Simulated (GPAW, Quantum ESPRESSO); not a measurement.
# V K-edge XANES of MnV (Pm-3m), part 4 of 4

Do two independent programs agree on the V K edge of MnV (Pm-3m)? The same cell and functional are run with XSpectra and with GPAW.

Quantum ESPRESSO 7.5 and GPAW 26.7.0; core-hole supercells, plane-wave PAW LDA.

So far. Step 11 (The field without a hole (GPAW)): The mesh shows no gap, so the system is treated as a metal and the core electron is put at the Fermi level (neutral cell). Step 12 (Spectrum without a core hole, V atom 2 (GPAW)): Main maxima below 30 eV (height): 1.4 eV (0.66), 4.4 eV (0.84), 6.2 eV (1.05), 11.2 eV (1.30), 13.5 eV (1.35), 16.4 eV (1.44), 20.4 eV (1.77) and 28.5 eV (1.28). A K edge sees empty p states, which here mix into the lowest empty bands, so that weight starts at the zero.

## Step 14: Spectrum with XCH, V atom 2 (GPAW)

Level of this step: X-ray absorption from dipole matrix elements to empty bands, plane-wave PAW LDA (GPAW).

The holes are 5.8 Å apart. The excited electron is kept in the cell, where it fills the lowest empty states and screens the hole. After the field has converged, empty bands are computed with the density fixed and the dipole matrix elements are summed.

xas.py reads:

```python
import numpy as np
from ase import Atoms
from ase.parallel import parprint, paropen
from gpaw import GPAW, PW, FermiDirac, Mixer, MixerDif, setup_paths
from gpaw.test import gen
setup_paths.insert(0, '.')
gen('V', name='fch1s', xcname='LDA', corehole=(1, 0, 1), write_xml=True)
from gpaw.mpi import world
world.barrier()

atoms = Atoms('Mn8V8',
    cell=[[5.8, 0, 0],
     [0, 5.8, 0],
     [0, 0, 5.8]],
    scaled_positions=[[0, 0, 0],
     [0, 0, 0.5],
     [0, 0.5, 0],
     [0.5, 0, 0],
     [0, 0.5, 0.5],
     [0.5, 0, 0.5],
     [0.5, 0.5, 0],
     [0.5, 0.5, 0.5],
     [0.25, 0.25, 0.25],
     [0.25, 0.25, 0.75],
     [0.25, 0.75, 0.25],
     [0.75, 0.25, 0.25],
     [0.25, 0.75, 0.75],
     [0.75, 0.25, 0.75],
     [0.75, 0.75, 0.25],
     [0.75, 0.75, 0.75]],
    magmoms=[4.0, 4.0, 4.0, 4.0, 4.0, 4.0, 4.0, 4.0, 2.0, 2.0, 2.0, 2.0, 2.0, 2.0, 2.0, 2.0],
    pbc=True)
atoms.calc = calc = GPAW(legacy_gpaw=True, mode=PW(500, force_complex_dtype=True), xc='LDA', setups={8: 'fch1s'},
    kpts={'size': (3, 3, 3), 'gamma': True}, occupations=FermiDirac(0.1),
    charge=-1, mixer=MixerDif(0.05, 8, 50), maxiter=150,
    convergence={'density': 0.0001, 'eigenstates': 1e-6}, txt='scf.txt')
energy = atoms.get_potential_energy() + calc.get_reference_energy()
ef = calc.get_fermi_level()
out = dict(energy=energy, fermi=ef, forces=atoms.get_forces().tolist(), magmoms=atoms.get_magnetic_moments().tolist())
parprint(f'all-electron energy {energy:.4f} eV, Fermi level {ef:.4f} eV')
ev = np.array([[calc.get_eigenvalues(k, s) for k in range(len(calc.get_ibz_k_points()))] for s in range(calc.get_number_of_spins())])
out['homo'], out['lumo'], out['counts'] = ev[ev < ef].max(), ev[ev > ef].min(), sorted(set((ev < ef).sum((0, 2)).tolist()))
out['filled'] = (ev[:, 0] < ef).sum(1).tolist()

from ase.units import Ha
from gpaw.xas import dipole_matrix_elements
nb = int(calc.get_number_of_electrons() / 2) + 199
top, nb = nb, nb + 8 + nb // 12
nscf = calc.fixed_density(kpts={'size': (4, 4, 4), 'gamma': True}, nbands=nb,
    convergence={'bands': top, 'eigenstates': 5e-3}, maxiter=60, txt='nscf.txt')
cell = atoms.cell.array
ops = [cell.T @ U.T @ np.linalg.inv(cell.T) for U in nscf.wfs.kd.symmetry.op_scc]
E = np.arange(-6, 34, 0.1)
fwhm = np.interp(E, [4, 25], [1.01, 3.5])
Y, X, zero, highest = 0, 0, 1e9, 1e9
for spin in range(nscf.get_number_of_spins()):
    wfs = nscf.wfs
    mine = wfs.bd.get_slice()  # this rank's bands
    A = dipole_matrix_elements(wfs.setups[8])
    eps = np.zeros((wfs.kd.nibzkpts, nb))
    d = np.zeros((3, A.shape[1], wfs.kd.nibzkpts, nb), complex)
    for kpt in wfs.kpt_u:
        if kpt.s == spin and 8 in kpt.P_ani:
            eps[kpt.k, mine] = kpt.eps_n * Ha
            d[:, :, kpt.k, mine] = (kpt.weight * wfs.nspins / 2) ** 0.5 * np.inner(A, kpt.P_ani[8])
    world.sum(eps)
    world.sum(d)
    T = np.einsum('amkn,bmkn->abkn', d, d.conj()).real
    T = sum(np.einsum('ai,ijkn,bj->abkn', R, T, R) for R in ops) / len(ops)
    empty = eps > ef
    zero, highest = min(zero, eps[empty].min()), min(highest, eps[:, top - 1].min())
    lines = [(eps, T, empty)] if spin == 0 else lines + [(eps, T, empty)]
for eps, T, empty in lines:
    f = np.einsum('aakn->akn', T).reshape(3, -1)
    x = eps.ravel() - zero
    w = np.interp(x, E, fwhm) / 2.35482
    g = np.exp(-0.5 * ((E[:, None] - x) / w) ** 2) / (w * (2 * np.pi) ** 0.5)
    Y = Y + (f * empty.ravel()) @ g.T
    X = X + (f * ~empty.ravel()) @ g.T
out.update(E=E.round(2).tolist(), xas=Y.tolist(), xes=X.tolist(), zero=zero, valid=highest - zero, nk=len(eps), nb=nb)
for i in range(0, len(E), 10):
    parprint(f'{E[i]:7.2f}', *(f'{v:10.3e}' for v in Y[:, i]))
import json
with paropen('out.json', 'w') as f:
    json.dump(out, f)
```

On the command line:

```bash
OMP_NUM_THREADS=1 mpirun -n 4 gpaw python xas.py
```

Numbers of over 12 decimals in the logs are rounded to 6 here.

The program printed:

```text
Input parameters:
  charge: -1
  convergence: {density: 0.0001,
                eigenstates: 1e-06}
  kpts: {gamma: True,
         size: (3, 3, 3)}
  maxiter: 150
  mixer: {backend: pulay,
          beta: 0.05,
          method: difference,
          nmaxold: 8,
          weight: 50}
  mode: {ecut: 500.0,
         force_complex_dtype: True,
         name: pw}
  occupations: {fixmagmom: False,
                name: fermi-dirac,
                width: 0.1}
  setups: {8: fch1s}

Initialize ...

[... PAW data sets ...]

Reference energy: -452301.247392  # eV

Spin-polarized calculation.
Initial magnetic moment: 48.000000

[... convergence settings ...]
Symmetries present (total): 6
  [... symmetry matrices ...]

27 k-points: 3 x 3 x 3 Monkhorst-Pack grid
6 k-points in the irreducible part of the Brillouin zone
       k-points in crystal coordinates                weights
   0:     0.00000000    0.00000000    0.00000000          1/27
   1:     0.33333333    0.00000000   -0.33333333          6/27
   2:     0.33333333    0.00000000    0.00000000          6/27
   3:     0.33333333    0.33333333   -0.33333333          6/27
   4:     0.33333333    0.33333333    0.00000000          6/27
   5:     0.33333333    0.33333333    0.33333333          2/27

Wave functions: Plane wave expansion
  Cutoff energy: 500.000 eV
  Number of coefficients (min, max): 4941, 4977
  Pulay-stress correction: 0.000000 eV/Ang^3 (de/decut=0.000000)
  Using FFTW library
  Wavefunction extrapolation:
    Improved wavefunction reuse through dual PAW basis

Occupation numbers: Fermi-Dirac:
  width: 0.1000  # eV

Eigensolver
   Davidson(niter=2)

Densities:
  Coarse grid: 30*30*30 grid
  Fine grid: 60*60*60 grid
  Total Charge: 0.000000

Density mixing:
  Method: difference
  Backend: pulay
  Linear mixing parameter: 0.05
  old densities: 8
  Width of damping distribution: 1.1
  Damping of long wavelength oscillations: 50

[... Hamiltonian set-up ...]
Number of atoms: 16
Number of atomic orbitals: 208
Number of bands in calculation: 168
Number of valence electrons: 225
Bands to converge: occupied

... initialized

Initializing position-dependent things.

Density initialized from atomic densities
Creating initial wave functions:
  168 bands from LCAO basis set

Positions:
   0 Mn     0.000000    0.000000    0.000000    ( 0.0000,  0.0000,  4.0000)
   1 Mn     0.000000    0.000000    2.900000    ( 0.0000,  0.0000,  4.0000)
   2 Mn     0.000000    2.900000    0.000000    ( 0.0000,  0.0000,  4.0000)
   3 Mn     2.900000    0.000000    0.000000    ( 0.0000,  0.0000,  4.0000)
   4 Mn     0.000000    2.900000    2.900000    ( 0.0000,  0.0000,  4.0000)
   5 Mn     2.900000    0.000000    2.900000    ( 0.0000,  0.0000,  4.0000)
   6 Mn     2.900000    2.900000    0.000000    ( 0.0000,  0.0000,  4.0000)
[...]
13 V      4.350000    1.450000    4.350000    ( 0.0000,  0.0000,  2.0000)
  14 V      4.350000    4.350000    1.450000    ( 0.0000,  0.0000,  2.0000)
  15 V      4.350000    4.350000    4.350000    ( 0.0000,  0.0000,  2.0000)

Unit cell:
           periodic     x           y           z      points  spacing
  1. axis:    yes    5.800000    0.000000    0.000000    30     0.1933
  2. axis:    yes    0.000000    5.800000    0.000000    30     0.1933
  3. axis:    yes    0.000000    0.000000    5.800000    30     0.1933

  Lengths:   5.800000   5.800000   5.800000
  Angles:   90.000000  90.000000  90.000000

Effective grid spacing dv^(1/3) = 0.1933

iter:   1  -223.207161                   +48.3460
iter:   2  -204.993252   -0.53  -1.41    +27.1968
iter:   3  -209.443070   -1.37  -1.47    -2.0296
iter:   4  -212.692703   -2.25  -1.46    +4.2449
iter:   5  -217.526963   -1.68  -1.45    +3.8047
iter:   6  -205.880108   -0.80  -1.32    +3.4484
iter:   7  -203.973279   -2.18  -1.73    +3.0343
iter:   8  -203.922516   -2.85  -1.88    +2.9231
[...]
Dipole moment: (0.104122, 0.104122, 0.104122) |e|*Ang

Total magnetic moment: (0.000000, 0.000000, -0.032090)
Local magnetic moments:
   0 Mn ( 0.000000,  0.000000,  0.005955)
   1 Mn ( 0.000000,  0.000000,  0.005955)
   2 Mn ( 0.000000,  0.000000,  0.005955)
   3 Mn ( 0.000000,  0.000000,  0.005955)
   4 Mn ( 0.000000,  0.000000,  0.005955)
   5 Mn ( 0.000000,  0.000000,  0.005955)
   6 Mn ( 0.000000,  0.000000,  0.005955)
   7 Mn ( 0.000000,  0.000000,  0.005955)
   8 V  ( 0.000000,  0.000000, -0.064406)
   9 V  ( 0.000000,  0.000000, -0.000667)
  10 V  ( 0.000000,  0.000000, -0.000667)
  11 V  ( 0.000000,  0.000000, -0.000667)
  12 V  ( 0.000000,  0.000000, -0.001411)
  13 V  ( 0.000000,  0.000000, -0.001411)
  14 V  ( 0.000000,  0.000000, -0.001411)
  15 V  ( 0.000000,  0.000000, -0.002817)

Energy contributions relative to reference atoms: (reference = -452301.247392)

Kinetic:        -75.004888
Potential:      +49.001841
External:        +0.000000
XC:            -180.808452
Entropy (-ST):   -0.335103
Local:           +2.583933
SIC:             +0.000000
--------------------------
Free energy:   -204.562670
Extrapolated:  -204.395118

Spin contamination: 7.498826 electrons
Showing only first 2 kpts
                      Up                     Down
 Kpt  Band  Eigenvalues  Occupancy  Eigenvalues  Occupancy
  0   110      9.93663    0.32695      9.94173    0.31584
  0   111      9.93663    0.32695      9.94173    0.31584
  0   112      9.96908    0.25990      9.96835    0.26130
  0   113      9.96908    0.25990      9.96835    0.26130

  1   110      9.29171    0.99675      9.29497    0.99665
  1   111      9.52081    0.96882      9.52414    0.96780
  1   112     10.01357    0.18372      9.99955    0.20568
  1   113     10.09159    0.09351     10.08223    0.10174

Fermi level: 9.86443

No gap
No difference between direct/indirect transitions

Forces in eV/Ang:
  0 Mn    0.05833    0.05833    0.05833
  1 Mn    0.05833    0.05833   -0.05833
  2 Mn    0.05833   -0.05833    0.05833
  3 Mn   -0.05833    0.05833    0.05833
  4 Mn    0.05833   -0.05833   -0.05833
  5 Mn   -0.05833    0.05833   -0.05833
  6 Mn   -0.05833   -0.05833    0.05833
[...]
13 V     0.00000   -0.00000    0.00000
 14 V     0.00000    0.00000   -0.00000
 15 V    -0.00000   -0.00000   -0.00000
Scalar-relativistic atomic LDA calculation for V (Vanadium, Z=23)
Core hole in 1s state (1s occupation: 1.0)
600 radial gridpoints.
|------------------------------------------------|
|------------------------------------------------|
[... the atom generator's iteration count ...]

Energy contributions:
-------------------------
Kinetic:     +750.608739
XC:           -36.844539
Potential:  -1459.196966
-------------------------
Total:       -745.432766

state      eigenvalue         ekin         rmax
-----------------------------------------------
1s^1.0 :  -206.473911   263.557363        0.043
2s^2.0 :   -24.503819    48.632019        0.249
2p^6.0 :   -21.271079    48.400814        0.199
3s^2.0 :    -3.276604    10.610277        0.785
3p^6.0 :    -2.317330     9.448682        0.792
3d^3.0 :    -0.719610     6.168524        0.788
4s^2.0 :    -0.480533     1.482120        2.397
4p^0.0 :    -0.308007     1.047701        2.838
-----------------------------------------------
(units: Bohr and Hartree)

Generating PAW setup
Kinetic energy of the core from tauc = 654.938161
Cutoffs:
rc(s)=2.370
rc(p)=2.420
rc(d)=2.210
rc(vbar)=2.310
rc(comp)=2.240
rc(nct)=2.420

Kinetic energy of the core states: 651.226283
Charge: 1.0
Core electrons: 9.0
Valence electrons: 13.0
Pseudo-core charge: 0.000000
Shape function alpha=1.993
Pseudo-electron charge 3.988758
state    eigenvalue         norm
--------------------------------
3s(2) :    -3.276604     0.174624
4s(2) :    -0.480533     1.042241
3p(6) :    -2.317330     0.114792
4p(0) :    -0.308007     0.997174
3d(3) :    -0.719610     0.288758
*d    :     0.280390
--------------------------------

Diagonalizing with gridspacing h=0.050

state   all-electron     PAW
-------------------------------
3s:      -3.276604    -3.276952
3p:      -2.317330    -2.318136
3d:      -0.719610    -0.720213
*f:                   -0.024991
-------------------------------
all-electron energy -452505.6425 eV, Fermi level 9.8644 eV
  -6.00  1.676e-52  1.676e-52  1.676e-52
  -5.00  3.094e-39  3.094e-39  3.094e-39
  -4.00  2.623e-28  2.623e-28  2.623e-28
  -3.00  1.040e-19  1.040e-19  1.040e-19
  -2.00  1.964e-13  1.964e-13  1.964e-13
  -1.00  1.820e-09  1.820e-09  1.820e-09
  -0.00  1.091e-07  1.091e-07  1.091e-07
[...]
31.00  7.409e-07  7.409e-07  7.409e-07
  32.00  6.712e-07  6.712e-07  6.712e-07
  33.00  6.303e-07  6.303e-07  6.303e-07
[key lines of the parts left out:]
Converged after 24 iterations.
```

The job ended after 7.9 min (4 MPI ranks of Arm Neoverse V2, shared host; peak memory 1 GiB).

The V K spectrum, V atom 2, excited-electron core hole (neutral cell) (energy from the lowest empty level; intensity scaled to a mean of 1 over the first 20 eV):

| E (eV) | intensity |
| --- | --- |
| -2.0 | 0.00 |
| -1.0 | 0.00 |
| 0.0 | 0.16 |
| 1.0 | 0.52 |
| 2.0 | 0.50 |
| 3.0 | 0.38 |
| 4.0 | 0.80 |
| 5.0 | 0.88 |
| 6.0 | 0.73 |
| 7.0 | 0.77 |
| 8.0 | 0.42 |
| 9.0 | 0.72 |
| 10.0 | 1.15 |
| 11.0 | 1.28 |
| 12.0 | 1.28 |
| 13.0 | 1.35 |
| 14.0 | 1.33 |
| 15.0 | 1.38 |
| 16.0 | 1.38 |
| 17.0 | 1.36 |
| 18.0 | 1.38 |
| 19.0 | 1.50 |
| 20.0 | 1.64 |
| 21.0 | 1.55 |
| 22.0 | 1.21 |
| 23.0 | 0.96 |
| 24.0 | 0.88 |
| 25.0 | 0.92 |
| 26.0 | 1.02 |
| 27.0 | 1.13 |
| 28.0 | 1.19 |
| 29.0 | 1.20 |
| 30.0 | 1.15 |
| 31.0 | 1.06 |
| 32.0 | 0.96 |

Main maxima below 30 eV (height): 1.4 eV (0.58), 4.8 eV (0.89), 6.6 eV (0.87), 10.8 eV (1.29), 12.9 eV (1.35), 15.4 eV (1.39), 20.2 eV (1.65) and 28.6 eV (1.20). 

The total-energy difference is 5446.49 eV.

## Step 15: The two programs side by side

The line shapes differ (Lorentzian half width 0.51 eV up to 4 eV, rising linearly to 1.75 eV at 25 eV (not a setting of the program: the run's 0.4 eV curve was folded afterwards with a further Lorentzian), against Gaussian full width 1.01 eV up to 4 eV, rising linearly to 3.5 eV at 25 eV), so both get a further Gaussian of 1.5 eV full width before they are compared; the Lorentzian tails remain.

| E (eV) | XSpectra | GPAW |
| --- | --- | --- |
| -2.00 | 0.07 | 0.00 |
| -1.25 | 0.10 | 0.02 |
| -0.50 | 0.15 | 0.09 |
| 0.25 | 0.25 | 0.26 |
| 1.00 | 0.36 | 0.44 |
| 1.75 | 0.41 | 0.49 |
| 2.50 | 0.44 | 0.45 |
| 3.25 | 0.52 | 0.54 |
| 4.00 | 0.65 | 0.73 |
| 4.75 | 0.72 | 0.82 |
| 5.50 | 0.72 | 0.80 |
| 6.25 | 0.73 | 0.78 |
| 7.00 | 0.70 | 0.69 |
| 7.75 | 0.67 | 0.56 |
| 8.50 | 0.74 | 0.60 |
| 9.25 | 0.90 | 0.83 |
| 10.00 | 1.07 | 1.09 |
| 10.75 | 1.17 | 1.23 |
| 11.50 | 1.23 | 1.27 |
| 12.25 | 1.29 | 1.30 |
| 13.00 | 1.32 | 1.33 |
| 13.75 | 1.35 | 1.34 |
| 14.50 | 1.38 | 1.35 |
| 15.25 | 1.41 | 1.37 |
| 16.00 | 1.43 | 1.38 |
| 16.75 | 1.45 | 1.37 |
| 17.50 | 1.47 | 1.37 |
| 18.25 | 1.50 | 1.42 |
| 19.00 | 1.55 | 1.50 |
| 19.75 | 1.61 | 1.58 |
| 20.50 | 1.60 | 1.58 |
| 21.25 | 1.50 | 1.44 |
| 22.00 | 1.35 | 1.23 |
| 22.75 | 1.23 | 1.04 |
| 23.50 | 1.17 | 0.93 |
| 24.25 | 1.15 | 0.90 |
| 25.00 | 1.15 | 0.93 |
| 25.75 | 1.19 | 0.99 |
| 26.50 | 1.24 | 1.07 |
| 27.25 | 1.28 | 1.14 |
| 28.00 | 1.30 | 1.18 |
| 28.75 | 1.32 | 1.19 |
| 29.50 | 1.32 | 1.17 |
| 30.25 | 1.30 | 1.12 |
| 31.00 | 1.26 | 1.06 |
| 31.75 | 1.22 | 0.99 |

|  | XSpectra | GPAW |
| --- | --- | --- |
| k mesh of the spectrum | 4×4×4 | 4×4×4 |
| cutoff (eV) | 776 | 500 |
| highest intensity below 24 eV after the common broadening, eV (height) | 20.0 (1.62) | 20.1 (1.60) |
| zero, corrected photon energy (eV) | 5448.1 | 5446.5 |
| core time, hole field and spectrum | 41 min | 32 min |

## Step 16: What the core hole does

XSpectra's curves. Both curves are counted from their own zero, so only the shift of weight within the empty states shows.

| E (eV) | no hole | XCH |
| --- | --- | --- |
| -2.0 | 0.04 | 0.03 |
| -1.0 | 0.06 | 0.05 |
| 0.0 | 0.21 | 0.16 |
| 1.0 | 0.41 | 0.38 |
| 2.0 | 0.44 | 0.40 |
| 3.0 | 0.39 | 0.38 |
| 4.0 | 0.64 | 0.62 |
| 5.0 | 0.76 | 0.76 |
| 6.0 | 0.58 | 0.61 |
| 7.0 | 0.82 | 0.72 |
| 8.0 | 0.43 | 0.43 |
| 9.0 | 0.67 | 0.69 |
| 10.0 | 0.96 | 1.10 |
| 11.0 | 1.24 | 1.21 |
| 12.0 | 1.22 | 1.25 |
| 13.0 | 1.43 | 1.42 |
| 14.0 | 1.34 | 1.43 |
| 15.0 | 1.51 | 1.61 |
| 16.0 | 1.46 | 1.46 |
| 17.0 | 1.53 | 1.53 |
| 18.0 | 1.64 | 1.64 |
| 19.0 | 1.43 | 1.47 |
| 20.0 | 2.16 | 2.42 |
| 21.0 | 2.23 | 2.22 |
| 22.0 | 1.39 | 1.13 |
| 23.0 | 0.84 | 0.88 |
| 24.0 | 1.42 | 1.44 |
| 25.0 | 0.91 | 0.84 |
| 26.0 | 1.20 | 1.39 |
| 27.0 | 1.46 | 1.37 |
| 28.0 | 1.41 | 1.47 |
| 29.0 | 1.47 | 1.34 |
| 30.0 | 1.89 | 1.85 |
| 31.0 | 1.20 | 1.15 |
| 32.0 | 1.17 | 1.23 |

With each curve scaled to its own mean, the area from −2 to 6 eV with the hole is 3.0 against 3.2, and the centre of weight from −1 to 20 eV moves by +0.1 eV (first and strongest maxima below 20 eV: 1.3 eV (0.49), 5.2 eV (0.81), 6.7 eV (0.89), 15.2 eV (1.56), 16.3 eV (1.62) and 18.0 eV (1.66) without the hole, 1.7 eV (0.42), 5.1 eV (0.77), 6.6 eV (0.85), 15.0 eV (1.61), 16.3 eV (1.57) and 17.9 eV (1.66) with it), a small effect on these measures.

## Step 17: Results

| Property | Result |
| --- | --- |
| absorber and edge | V K, atom 2 of the ground-state input (counted from 1) |
| surroundings | 8 Mn at 2.51 Å and 6 V at 2.90 Å (cube and octahedron, as in bcc, site symmetry m-3m) |
| highest intensity below 24 eV (XSpectra, narrow line) | 20.2 eV above the zero, height 2.52 |
| photon energy of the zero, with the added terms | 5448.1 eV (raw 5471.8 eV; LDA puts this hole about 14 eV below PBE, itself good to a few eV) |

**Reading.** The two programs agree closely: 8 % r.m.s. remains over the first 14 eV after a relative shift of 0.0 eV, and their photon-energy zeros differ by 1.6 eV. In XSpectra the V K edge of atom 2, with 8 Mn at 2.51 Å and 6 V at 2.90 Å (cube and octahedron, as in bcc, site symmetry m-3m), has its highest intensity of the first 24 eV at 20.2 eV above the zero, near 5468 eV in photon energy (LDA puts this hole about 14 eV below PBE, itself good to a few eV), 2.5 times the mean level of the first 20 eV (Lorentzian half width 0.4 eV). In XSpectra: With each curve scaled to its own mean, the area from −2 to 6 eV with the hole is 3.0 against 3.2, and the centre of weight from −1 to 20 eV moves by +0.1 eV (first and strongest maxima below 20 eV: 1.3 eV (0.49), 5.2 eV (0.81), 6.7 eV (0.89), 15.2 eV (1.56), 16.3 eV (1.62) and 18.0 eV (1.66) without the hole, 1.7 eV (0.42), 5.1 eV (0.77), 6.6 eV (0.85), 15.0 eV (1.61), 16.3 eV (1.57) and 17.9 eV (1.66) with it), a small effect on these measures. In GPAW: With each curve scaled to its own mean, the area from −2 to 6 eV with the hole is 3.6 against 3.6, and the centre of weight from −1 to 20 eV moves by +0.0 eV (first and strongest maxima below 20 eV: 1.4 eV (0.66), 4.4 eV (0.84), 6.2 eV (1.05), 11.2 eV (1.30), 13.5 eV (1.35) and 16.4 eV (1.44) without the hole, 1.4 eV (0.58), 4.8 eV (0.89), 6.6 eV (0.87), 10.8 eV (1.29), 12.9 eV (1.35) and 15.4 eV (1.39) with it), a small effect on these measures. The quadrupole part peaks at 0.5 eV with 1.8 % of the dipole spectrum's mean level. 2 further runs of this session are left out of this account as redundant. Quadrupole 1s→3d transitions, which feed the pre-edge, are not in the dipole spectrum. The starting moments shrank to 0.00 μB or less, so this is hardly a magnetic state. The holes are only 5.8 Å apart, so the shape is probably not converged with cell size; no larger cell was run here. Lifetime broadening is put in by hand, and intensities beyond about 20 eV depend on it and on the partial waves. The structure is a published determination, not relaxed.

[Banner, clock and machine lines of the logs are left out without a mark of their own.]

[Logs are printed without paths, hosts, clocks, repeated set-up lines and the standing remarks that a program may print on its own settings, such as how far it seeks lower states.]

[Hosts, paths, dates, database ids (printed as entryN), source tags and the programs' standing remarks are cut or masked in the printed files.]

[Lists of maxima count a maximum above −3 eV only where it reaches 4 % of the highest in the window and stands out from its surroundings by 2 % of it (1.5 % where it reaches 55 %); shoulders and weaker maxima are passed over, and of the rest the first, up to two pre-edge ones and the few strongest are named.]
